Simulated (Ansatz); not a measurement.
# ZnCu2SnS4 (I-4): the PBE gap against the wavefunction cutoff

Wanted: the cheapest wavefunction cutoff that holds the PBE gap of ZnCu2SnS4 (I-4).

Main program and level: Ansatz 0.2.0; DFT, PBE, plane waves, PAW; PAW set soft_1.

Report form: the programs' logs are mostly left out.

**1. The starting structure**

It takes space group I-4 (No. 82, tetragonal). Conventional cell: a = 5.434 Å, b = 5.434 Å, c = 10.850 Å, α = 90.00°, β = 90.00°, γ = 90.00°. Zn has 4 S at 2.33 Å nearest. Cu has 4 S at 2.33 Å nearest. Nearest to Sn lie 4 S at 2.41 Å. Nearest to S lie 1 Zn at 2.33 Å and 2 Cu at 2.33 Å and 1 Sn at 2.41 Å. Farther neighbours and most contacts between anions are not listed.

The cell and positions come from the Crystallography Open Database and are kept as given unless a step says otherwise.

**2. Wavefunction cutoff: 190 eV**

input.yaml reads:

```yaml
crystal:
  lattice:
    - [-2.7171, 2.7171, 5.4248]
    - [2.7171, -2.7171, 5.4248]
    - [2.7171, 2.7171, -5.4248]
  atoms:
    - { symbol: Zn, position: [0.25, 0.75, 0.5] }
    - { symbol: Cu, position: [0.0, 0.0, 0.0] }
    - { symbol: Cu, position: [0.75, 0.25, 0.5] }
    - { symbol: Sn, position: [0.5, 0.5, 0.0] }
    - { symbol: S, position: [0.37161, 0.88441, 0.9996] }
    - { symbol: S, position: [0.11559, 0.11519, 0.4872] }
    - { symbol: S, position: [0.88481, 0.37201, 0.0004] }
    - { symbol: S, position: [0.62799, 0.62839, 0.5128] }
kpoints:
  mp_grid: { grid: [6, 6, 6] }
  band_path:
    path:
      - [0.0, 0.0, 0.0]
      - [0.0, 0.0, 0.5]
      - [0.25, 0.25, 0.25]
      - [0.0, 0.5, 0.0]
      - [0.5, 0.5, -0.5]
      - [0.31271679, 0.68728321, -0.31271679]
      - [-0.31271679, 0.31271679, 0.31271679]
      - [-0.12543357, 0.12543357, 0.5]
    npoints: 1
hamiltonian:
  xc: pbe
  pseudopotentials: { kind: paw, azcp: { folder: soft_1 } }
scf:
  occupations: { method: fermi_dirac, width: 0.02 }
  n_extra_bands: 6
  max_iter: 80
output:
  eigenvalues: true
  forces: true
  stress: true
basis:
  ecutwfc: 190.0
```

The run is started by

```
ansatz run input.yaml --threads 3 --pin off --max-ram 92160MiB --backend cuda --events-out ev --progress --plain --runs-dir out --devices 1 --max-vram 13GiB
```

Wall time 9.2 s (1 × NVIDIA H100 80GB HBM3 (shared by 6 runs) with 3 threads of AMD EPYC 7R13 (Zen 3), shared host); peak memory 0.96 GiB; 16 s of CPU time.

This step gave:

- pressure: 2.849 GPa
- gap: 0.9827 eV
- valence top at: Γ
- conduction bottom at: Γ
- least direct gap: 0.9827 eV

The gap is direct, at Γ.

**3. Wavefunction cutoff: 290 eV**

Changes to input.yaml since step 2:

```diff
@@ -31,3 +31,3 @@
 scf:
-  occupations: { method: fermi_dirac, width: 0.02 }
+  occupations: { method: fixed }
   n_extra_bands: 6
@@ -39,2 +39,2 @@
 basis:
-  ecutwfc: 190.0
+  ecutwfc: 290.0
```

Elapsed: 9.8 s, on 1 × NVIDIA H100 80GB HBM3 (shared by 6 runs) with 3 threads; peak memory 0.96 GiB.

Numbers from this step:

```yaml
pressure: 2.420 GPa
gap: 0.3314 eV
valence_top_at: Γ
conduction_bottom_at: Γ
least_direct_gap: 0.3314 eV
```

The gap is 0.331 eV, −0.651 eV from the run before at this level.

**4. Wavefunction cutoff: 420 eV (the default)**

input.yaml, the sections that differ from step 3:

```yaml
kpoints:
  mp_grid: { grid: [6, 6, 6] }
  band_path:
    path:
      - [[0.0, 0.0, 0.0], [0.0, 0.0, 0.5], [0.25, 0.25, 0.25], [0.0, 0.5, 0.0], [0.0, 0.0, 0.0], [0.5, 0.5, -0.5], [0.31271679, 0.68728321, -0.31271679]]
      - [[-0.31271679, 0.31271679, 0.31271679], [0.0, 0.0, 0.0]]
      - [[0.0, 0.0, 0.5], [-0.12543357, 0.12543357, 0.5]]
      - [[0.5, 0.5, -0.12543357], [0.5, 0.5, -0.5]]
    npoints: 10
scf:
  occupations: { method: fermi_dirac, width: 0.02 }
  n_extra_bands: 6
output:
  eigenvalues: true
  forces: true
  stress: true
  write_density: true
  write_potential: true
  elf: true
  volumetric_format: npy
# crystal, hamiltonian: as in step 3
# basis: removed
```

The job ended after 13 s (1 × NVIDIA H100 80GB HBM3 (shared by 6 runs) with 3 threads; peak memory 1.1 GiB).

Numbers from this step:

| Item | Value |
| --- | --- |
| pressure | 2.068 GPa |
| gap | 0.2892 eV |
| valence top at | Γ |
| conduction bottom at | Γ |
| least direct gap | 0.2892 eV |

The gap is 0.289 eV, −0.042 eV from the run before at this level.

**5. Wavefunction cutoff: 630 eV**

input.yaml, the sections that differ from step 4:

```yaml
kpoints:
  mp_grid: { grid: [6, 6, 6] }
  band_path:
    path:
      - [0.0, 0.0, 0.0]
      - [0.0, 0.0, 0.5]
      - [0.25, 0.25, 0.25]
      - [0.0, 0.5, 0.0]
      - [0.5, 0.5, -0.5]
      - [0.31271679, 0.68728321, -0.31271679]
      - [-0.31271679, 0.31271679, 0.31271679]
      - [-0.12543357, 0.12543357, 0.5]
    npoints: 1
scf:
  occupations: { method: fixed }
  n_extra_bands: 6
  max_iter: 80
output:
  eigenvalues: true
  forces: true
  stress: true
basis:
  ecutwfc: 630.0
# crystal, hamiltonian: as in step 4
```

Run time: 11 s. Hardware: 1 × NVIDIA H100 80GB HBM3 (shared by 6 runs) with 3 threads; peak memory 1.1 GiB; 12 s of CPU time.

Numbers from this step:

- pressure: 2.066 GPa
- gap: 0.2917 eV
- valence top at: Γ
- conduction bottom at: Γ
- least direct gap: 0.2917 eV

The gap is 0.292 eV, +0.002 eV from the run before at this level.

**6. The series**

Differences are against the last row; a negative gap means that bands overlap, and a run with a band path holds that path's time. Times are wall times on 1 × NVIDIA H100 80GB HBM3 (shared by 6 runs) with 3 threads of AMD EPYC 7R13 (Zen 3), shared host, good to a factor of about two.

| wavefunction cutoff | gap (eV) | direct gap (eV) | gap error (eV) | energy error (meV/atom) | irreducible k | time |
| --- | --- | --- | --- | --- | --- | --- |
| 190 eV | 0.983 | 0.983 | +0.691 | +5499.5 | 36 | 9.2 s |
| 290 eV | 0.331 | 0.331 | +0.040 | +98.1 | 36 | 9.8 s |
| 420 eV | 0.289 | 0.289 | −0.002 | +1.9 | 36 | 13 s |
| 630 eV | 0.292 | 0.292 | +0.000 | +0.0 | 36 | 11 s |

**7. Summary of results**

| Item | Value |
| --- | --- |
| 190 eV | 0.983 eV |
| 290 eV | 0.331 eV |
| 420 eV | 0.289 eV |
| 630 eV | 0.292 eV |

**Reading.** The gap holds to 0.02 eV from 420 eV on. At 190 eV the gap is off by +0.691 eV and the energy by +5500 meV/atom. The runs have no spin polarisation. For a closed low-spin shell that is the natural state; where a d or f shell is open it is a constraint, and the gap is then not the crystal's own.

[Paths, hosts, dates, memory and timing lines, banners, echoed tables and standing remarks are left out of the program output.]

[Logs are printed without paths, hosts, clocks, repeated set-up lines and the standing remarks that a program may print on its own settings, such as how far it seeks lower states.]

[Runs of the session that timed out or met a known fault of the program may be left out.]

[Cells called generated may have been cut or substituted from an entry of the Crystallography Open Database or the Materials Project.]

[Hosts, paths, dates, database ids (printed as entryN), source tags and the programs' standing remarks are cut or masked in the printed files.]
